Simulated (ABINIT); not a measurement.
# WS2 (Tungstenite): one start, several treatments of the self-energy, part 2 of 2

Aim: compare treatments of exchange, screening and correlation for the gap of WS2 (Tungstenite).

ABINIT 10.8.3; PBE and many-body steps on it, plane waves. Known limits of the many-body steps: not at the basis limit; no spin-orbit coupling; coarse k mesh.

So far. Step 5 (G0W0, Hybertsen-Louie plasmon pole): Against G0W0 in ABINIT (6×6×1 mesh, 252 bands, screening to 152.4 eV, Godby-Needs plasmon pole), the gap moves by −0.017 eV. Step 6 (G0W0, von der Linden-Horsch plasmon pole): Against G0W0 in ABINIT (6×6×1 mesh, 252 bands, screening to 152.4 eV, Godby-Needs plasmon pole), the gap moves by +0.011 eV.

## (7) G0W0, Engel-Farid plasmon pole

Level of this step: G0W0 on PBE, plane waves, norm-conserving pseudopotentials (ABINIT).

run.abi

```
acell 3*1.0 Angstrom
rprim 
  3.153199999992 0.000000000002 0.000000000000
  -1.576599999998 2.730751303206 0.000000000000
  0.000000000000 0.000000000000 12.323000000000
ntypat 2
znucl 74 16
natom 6
typat 1 1 2 2 2 2
xred 
  0.333333333333 0.666666666667 0.250000000000
  0.666666666667 0.333333333333 0.750000000000
  0.333333333333 0.666666666667 0.622500000000
  0.666666666667 0.333333333333 0.122500000000
  0.333333333333 0.666666666667 0.877500000000
  0.666666666667 0.333333333333 0.377500000000
pp_dirpath "pseudos"
pseudos "W.upf, S.upf"
ecut 31
ngkpt 6 6 1
nshiftk 1
shiftk 0 0 0
kptopt 1
chksymbreak 0
istwfk *1
occopt 1
irdwfk 1
optdriver 4
nband 252
gwcalctyp 0
ecutsigx 31
symsigma 1
nkptgw 3
kptgw 
  0.0000000000 0.0000000000 0.0000000000
  0.1666666667 0.1666666667 0.0000000000
  0.3333333333 0.3333333333 0.0000000000
bdgw 
  25 28
  25 28
  25 28
ecuteps 5.6
irdscr 1
ppmodel 4
indata_prefix "in"
outdata_prefix "out"
tmpdata_prefix "tmp"
```

On the command line:

```bash
OMP_NUM_THREADS=1 mpirun -n 8 abinit run.abi > log
```

Output:

```text
.Version 10.8.3 of ABINIT. v10.8.2 released Aug 2026.

 Symmetries : space group P6_3/m m c (#194); Bravais hP (primitive hexag.)
[... echo of the input left out ...]
== DATASET  1 ==================================================================
-   mpi_nproc: 8, omp_nthreads: 1 (-1 if OMP is not activated)

--- !DatasetInfo
iteration_state: {dtset: 1, }
dimensions: {natom: 6, nkpt: 7, mband: 252, nsppol: 1, nspinor: 1, nspden: 1, mpw: 5929, }
cutoff_energies: {ecut:  31.0, pawecutdg:  -1.0, }
[...]
Band     E0 <VxcDFT>   SigX SigC(E0)      Z dSigC/dE  Sig(E)    E-E0       E
[...]
27  10.814 -16.363 -11.961  -3.853   0.802  -0.246 -15.922   0.441  11.255
       28  10.814 -16.363 -11.961  -3.853   0.802  -0.246 -15.922   0.441  11.255

== END DATASET(S) ==============================================================
================================================================================

 -outvars: echo values of variables after computation  --------
           etotal      0.0000000000E+00
            nband         252
             nkpt           7
          spgroup         194
 [... the other variables as echoed above ...]

 Calculation completed.
```

Run time: 22 s. Hardware: 8 MPI ranks of Arm Neoverse V1, shared host; peak memory 2.3 GiB; 2.9 min of CPU time.

This step gave:

```yaml
g0w0_gap_on_the_points_computed: 1.345 eV
starting_gap_on_the_mesh: 0.9806 eV
k_of_the_valence_top: 0, 0, 0
k_of_the_conduction_bottom: 0.1667, 0.1667, 0
least_direct_g0w0_gap_on_the_computed_points: 2.437 eV
```

Against G0W0 in ABINIT (6×6×1 mesh, 252 bands, screening to 152.4 eV, Godby-Needs plasmon pole), the gap moves by +0.029 eV.

## (8) One-shot SEX

This step: one-shot SEX on PBE, plane waves, norm-conserving pseudopotentials.

run.abi: that of step 7 with these lines changed.

```diff
@@ -29,3 +29,3 @@
 nband 252
-gwcalctyp 0
+gwcalctyp 6
 ecutsigx 31
@@ -43,3 +43,2 @@
 irdscr 1
-ppmodel 4
 indata_prefix "in"
```

Output:

```text
.Version 10.8.3 of ABINIT. v10.8.2 released Aug 2026.

 Symmetries : space group P6_3/m m c (#194); Bravais hP (primitive hexag.)
[... echo of the input left out ...]
== DATASET  1 ==================================================================
-   mpi_nproc: 8, omp_nthreads: 1 (-1 if OMP is not activated)

--- !DatasetInfo
iteration_state: {dtset: 1, }
dimensions: {natom: 6, nkpt: 7, mband: 252, nsppol: 1, nspinor: 1, nspden: 1, mpw: 5929, }
cutoff_energies: {ecut:  31.0, pawecutdg:  -1.0, }
[...]
Band     E0 <VxcDFT>   SigX SigC(E0)      Z dSigC/dE  Sig(E)    E-E0       E
[...]
27  10.814 -16.363 -11.961   6.383   1.000   0.000  -5.578  10.786  21.600
       28  10.814 -16.363 -11.961   6.383   1.000   0.000  -5.578  10.786  21.600

== END DATASET(S) ==============================================================
================================================================================

 -outvars: echo values of variables after computation  --------
           etotal      0.0000000000E+00
            nband         252
             nkpt           7
          spgroup         194
 [... the other variables as echoed above ...]

 Calculation completed.
```

The job ended after 5.4 s (8 MPI ranks; peak memory 0.37 GiB; 43 s of CPU time).

This step gave:

| Property | Result |
| --- | --- |
| quasiparticle gap on the points computed | 0.8180 eV |
| starting gap on the mesh | 0.9806 eV |
| k of the valence top | 0, 0, 0 |
| k of the conduction bottom | 0.1667, 0.1667, 0 |
| least direct quasiparticle gap on the computed points | 2.606 eV |

Against G0W0 in ABINIT (6×6×1 mesh, 252 bands, screening to 152.4 eV, Godby-Needs plasmon pole), the gap moves by −0.498 eV.

## (9) One-shot COHSEX

This step: one-shot COHSEX on PBE, plane waves, norm-conserving pseudopotentials.

run.abi: that of step 8 with these lines changed.

```diff
@@ -29,3 +29,3 @@
 nband 252
-gwcalctyp 6
+gwcalctyp 7
 ecutsigx 31
```

Output:

```text
.Version 10.8.3 of ABINIT. v10.8.2 released Aug 2026.

 Symmetries : space group P6_3/m m c (#194); Bravais hP (primitive hexag.)
[... echo of the input left out ...]
== DATASET  1 ==================================================================
-   mpi_nproc: 8, omp_nthreads: 1 (-1 if OMP is not activated)

--- !DatasetInfo
iteration_state: {dtset: 1, }
dimensions: {natom: 6, nkpt: 7, mband: 252, nsppol: 1, nspinor: 1, nspden: 1, mpw: 5929, }
cutoff_energies: {ecut:  31.0, pawecutdg:  -1.0, }
[...]
Band     E0 <VxcDFT>   SigX SigC(E0)      Z dSigC/dE  Sig(E)    E-E0       E
[...]
27  10.814 -16.363 -11.961  -6.090   1.000   0.000 -18.051  -1.687   9.127
       28  10.814 -16.363 -11.961  -6.090   1.000   0.000 -18.051  -1.687   9.127

== END DATASET(S) ==============================================================
================================================================================

 -outvars: echo values of variables after computation  --------
           etotal      0.0000000000E+00
            nband         252
             nkpt           7
          spgroup         194
 [... the other variables as echoed above ...]

 Calculation completed.
```

Run time: 5.5 s. Hardware: 8 MPI ranks; peak memory 0.37 GiB.

Numbers from this step:

```
quasiparticle gap on the points computed              : 1.609 eV
starting gap on the mesh                              : 0.9806 eV
k of the valence top                                  : 0, 0, 0
k of the conduction bottom                            : 0.1667, 0.1667, 0
least direct quasiparticle gap on the computed points : 2.548 eV
```

Against G0W0 in ABINIT (6×6×1 mesh, 252 bands, screening to 152.4 eV, Godby-Needs plasmon pole), the gap moves by +0.293 eV.

## (10) One-shot Hartree-Fock

This step: one-shot Hartree-Fock on PBE, plane waves, norm-conserving pseudopotentials.

run.abi: that of step 9 with these lines changed.

```diff
@@ -28,4 +28,4 @@
 optdriver 4
-nband 252
-gwcalctyp 7
+nband 30
+gwcalctyp 5
 ecutsigx 31
@@ -41,4 +41,4 @@
   25 28
-ecuteps 5.6
-irdscr 1
+ixc_sigma 40
+fftgw 31
 indata_prefix "in"
```

Output:

```text
.Version 10.8.3 of ABINIT. v10.8.2 released Aug 2026.

 Symmetries : space group P6_3/m m c (#194); Bravais hP (primitive hexag.)
[... echo of the input left out ...]
== DATASET  1 ==================================================================
-   mpi_nproc: 8, omp_nthreads: 1 (-1 if OMP is not activated)

--- !DatasetInfo
iteration_state: {dtset: 1, }
dimensions: {natom: 6, nkpt: 7, mband: 30, nsppol: 1, nspinor: 1, nspden: 1, mpw: 5929, }
cutoff_energies: {ecut:  31.0, pawecutdg:  -1.0, }
[...]
Band     E0 <VxcDFT>   SigX SigC(E0)      Z dSigC/dE  Sig(E)    E-E0       E
[...]
27  10.814 -16.363 -11.961   0.000   1.000   0.000 -11.961   4.403  15.217
       28  10.814 -16.363 -11.961   0.000   1.000   0.000 -11.961   4.403  15.217

== END DATASET(S) ==============================================================
================================================================================

 -outvars: echo values of variables after computation  --------
           etotal      0.0000000000E+00
            nband          30
             nkpt           7
          spgroup         194
 [... the other variables as echoed above ...]

 Calculation completed.
```

Run time: 4.8 s. Hardware: 8 MPI ranks; peak memory 0.37 GiB.

This step gave:

* quasiparticle gap on the points computed: 5.593 eV
* starting gap on the mesh: 0.9806 eV
* k of the valence top: 0, 0, 0
* k of the conduction bottom: 0.1667, 0.1667, 0
* least direct quasiparticle gap on the computed points: 6.776 eV

Against G0W0 in ABINIT (6×6×1 mesh, 252 bands, screening to 152.4 eV, Godby-Needs plasmon pole), the gap moves by +4.277 eV.

## (11) Side by side

Times are wall times on 8 MPI ranks of Arm Neoverse V1, shared host, good to a factor of about two. A run's time includes the screening step that it read.

| run | mesh | bands | screening cutoff (eV) | DFT gap (eV) | gap on the mesh (eV) | direct (eV) | ε∞ used | time |
| --- | --- | --- | --- | --- | --- | --- | --- | --- |
| G0W0, Godby-Needs plasmon pole | 6×6×1 | 252 | 152.4 | 0.981 | 1.316 | 2.402 | 13.52 | 3.4 min |
| G0W0, Hybertsen-Louie plasmon pole | 6×6×1 | 252 | 152.4 | 0.981 | 1.299 | 2.415 | 13.52 | 3.4 min |
| G0W0, von der Linden-Horsch plasmon pole | 6×6×1 | 252 | 152.4 | 0.981 | 1.327 | 2.493 | 13.52 | 2.9 min |
| G0W0, Engel-Farid plasmon pole | 6×6×1 | 252 | 152.4 | 0.981 | 1.345 | 2.437 | 13.52 | 2.9 min |
| one-shot SEX | 6×6×1 | 252 | 152.4 | 0.981 | 0.818 | 2.606 | 13.52 | 2.6 min |
| one-shot COHSEX | 6×6×1 | 252 | 152.4 | 0.981 | 1.609 | 2.548 | 13.52 | 2.6 min |
| one-shot Hartree-Fock | 6×6×1 | - | - | 0.981 | 5.593 | 6.776 | - | 4.8 s |

## (12) Results

```
G0W0, Godby-Needs plasmon pole           : 1.316 eV
G0W0, Hybertsen-Louie plasmon pole       : 1.299 eV
G0W0, von der Linden-Horsch plasmon pole : 1.327 eV
G0W0, Engel-Farid plasmon pole           : 1.345 eV
one-shot SEX                             : 0.818 eV
one-shot COHSEX                          : 1.609 eV
one-shot Hartree-Fock                    : 5.593 eV
known limits                             : not at the basis limit; no spin-orbit coupling; coarse k mesh
```

What this shows: G0W0, Hybertsen-Louie plasmon pole: −0.017 eV against G0W0, Godby-Needs plasmon pole. G0W0, von der Linden-Horsch plasmon pole: +0.011 eV against G0W0, Godby-Needs plasmon pole. G0W0, Engel-Farid plasmon pole: +0.029 eV against G0W0, Godby-Needs plasmon pole. One-shot SEX: −0.498 eV against G0W0, Godby-Needs plasmon pole. One-shot COHSEX: +0.293 eV against G0W0, Godby-Needs plasmon pole. One-shot Hartree-Fock: +4.277 eV against G0W0, Godby-Needs plasmon pole. Bare exchange alone opens the gap to 5.59 eV; against G0W0, correlation takes back 4.28 eV. Static COHSEX lies above G0W0: it lacks the factor Z and overstates the Coulomb hole of the filled states. Bands and cutoff are finite, so the gap is not at the basis limit. The miss can reach some tenths of an eV and take either sign; the mesh is an error of its own. In the G0W0 runs levels were corrected at 3 k points alone, so a gap called «on the mesh» is the least over those, and an edge elsewhere would be missed. The 6×6×1 mesh is coarse for this cell, which bears on the long-range parts of exchange and screening. The many-body steps are scalar-relativistic: spin-orbit coupling is not in them.

[Paths, hosts, dates, memory and timing lines, banners, echoed tables and standing remarks are left out of the program output.]

[Logs are printed without paths, hosts, clocks, repeated set-up lines and the standing remarks that a program may print on its own settings, such as how far it seeks lower states.]

[Runs of the session that timed out or met a known fault of the program may be left out.]

[Hosts, paths, dates, database ids (printed as entryN), source tags and the programs' standing remarks are cut or masked in the printed files.]

[G0W0 gaps are taken among the corrected bands and points alone; a level outside them can change the order at an edge.]

[Where Ansatz stands beside ABINIT at settings called matched, ABINIT's density can come from a denser mesh and the files from another edition; pairs whose starting gaps differed by over 0.03 eV were left out, so agreement reads better than it is.]
